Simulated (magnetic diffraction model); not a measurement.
**DyLu4TaNi2 below its ordering temperature**

Space group I4/mcm (no. 140), a = 7.3040 Å, c = 12.4410 Å.

```csv
site,atom,x,y,z
4a,Ta,1/2,1/2,1/4
16l,Lu,0.1544,0.6544,0.1332
4c,Dy,0,0,0
8h,Ni,0.8715,0.6285,0
```

The compound is invented for this exercise: a known structure type with other elements, its cell scaled to their sizes and not relaxed.

Only Dy is taken to order (form factors of Dy3+); orders and moment sizes are assumed, and not adapted to the symmetry. Radiation: neutrons of λ = 2.567 Å (absorption by Dy left out), 1.5° to 85°; isotropic B of 0.48 Å² (Ta), 0.38 Å² (Lu), 0.48 Å² (Dy) and 0.56 Å² (Ni). Simulated constant-wavelength pattern: nuclear and magnetic terms add, the magnetic one as |2.695 fm × Σ f S⊥ exp(2πi Q·r) exp(−B s²)|², summed over all Q at one angle with the factor 1/(sin²θ cos θ). For a modulated order the moment at position r is S exp(−2πi k·r) + c.c., with S = m/2 for a sine wave of amplitude m and S = m(u + iv)/2 for moments turning in a plane, u and v being orthogonal unit vectors in it; the phase factor of the sum at Q = H + k is then exp(2πi H·r). Free-ion form factors, Sears's scattering lengths of 1992, no absorption; a label names one of the reflections at its angle. The strongest nuclear line in the range is 100, and lines under 0.2 are left out.

Above the ordering temperature:

```tsv
2θ (°)	index	I
23.82	(0 0 2)	47.5
28.78	(1 1 0)	1.9
41.15	(2 0 0)	6.9
48.10	(2 0 2)	6.9
48.74	(0 0 4)	4.2
57.60	(1 1 4)	26.3
59.61	(2 2 0)	17.9
60.02	(2 1 3)	100.0
65.12	(2 2 2)	3.8
65.65	(2 0 4)	44.5
67.52	(3 1 0)	98.8
72.71	(3 1 2)	25.3
76.49	(0 0 6)	12.7
79.87	(3 2 1)	5.4
80.48	(2 2 4)	12.5
80.85	(2 1 5)	41.6
83.68	(1 1 6)	0.2
```

Below it (cell unchanged):

```tsv
2θ (°)	I
20.64	23.7
23.76	61.3
23.82	47.5
26.54	14.1
28.78	1.9
40.05	6.0
41.15	6.9
41.85	13.5
43.59	5.0
44.82	11.4
46.47	15.6
48.10	6.9
48.74	4.2
49.64	12.8
51.17	8.2
57.38	6.3
57.60	26.3
58.77	7.9
59.61	17.9
60.02	100.0
61.12	2.4
61.49	7.0
62.82	5.1
64.85	2.1
65.09	8.3
65.12	3.8
65.65	44.5
66.15	4.5
67.43	1.9
67.52	98.8
68.94	1.9
71.78	1.7
72.71	25.3
75.47	5.4
76.36	4.0
76.49	12.7
```
(The table stops after 36 lines; 12 more lie at higher angle.)

**Question.** Check that the new lines index with k = (0 1/6 0), then choose among these models:
A. a sine wave with moments along [010] (amplitudes given), 9.1 μB on Dy; signs + at (0, 0, 0), − at (1/2, 1/2, 0)
B. moments turning in the plane of [010] and [001], 9.1 μB on Dy; signs + at (0, 0, 0), − at (1/2, 1/2, 0)
C. moments turning in the plane of [001] and [100], 9.1 μB on Dy; signs + at (0, 0, 0), − at (1/2, 1/2, 0)
D. a sine wave with moments along [001] (amplitudes given), 9.1 μB on Dy; signs + at (0, 0, 0), − at (1/2, 1/2, 0)

The new lines index as (0 5/6 1) at 20.64°, (1 1/6 1) at 23.76°, (0 7/6 1) at 26.54° and (0 5/6 3) at 40.05°, that is as H ± k with k = (0 1/6 0), one of 2 inequivalent arms of its star (k and −k counted as one), which a powder can't tell apart. Satellites come in pairs about each point of the reciprocal lattice.

Magnetic intensity, observed (below minus above) and for each model:

| 2θ (°) | index | observed | A | B | C | D |
| --- | --- | --- | --- | --- | --- | --- |
| 20.64 | (0 5/6 1) | 23.7 | 7.8 | 23.7 | 39.5 | 15.8 |
| 23.76 | (1 1/6 1) | 61.3 | 34.8 | 61.3 | 36.2 | 26.6 |
| 26.54 | (0 7/6 1) | 14.1 | 2.9 | 14.1 | 25.4 | 11.3 |
| 41.85 | (1 1/6 3) | 13.5 | 10.8 | 13.5 | 10.9 | 2.7 |
| 44.82 | (1 11/6 1) | 11.4 | 2.7 | 11.4 | 16.1 | 8.7 |
| 46.47 | (2 5/6 1) | 15.6 | 7.5 | 15.6 | 9.9 | 8.1 |
| 49.64 | (2 7/6 1) | 12.8 | 5.8 | 12.8 | 9.3 | 7.1 |
| 51.17 | (1 13/6 1) | 8.2 | 1.6 | 8.2 | 12.6 | 6.7 |

Model B matches.

The structure used: k = (0 1/6 0), moments turning in the plane of [010] and [001], 9.1 μB on Dy; signs + at (0, 0, 0), − at (1/2, 1/2, 0).

[Logs are printed without paths, hosts, clocks, repeated set-up lines and the standing remarks that a program may print on its own settings, such as how far it seeks lower states.]
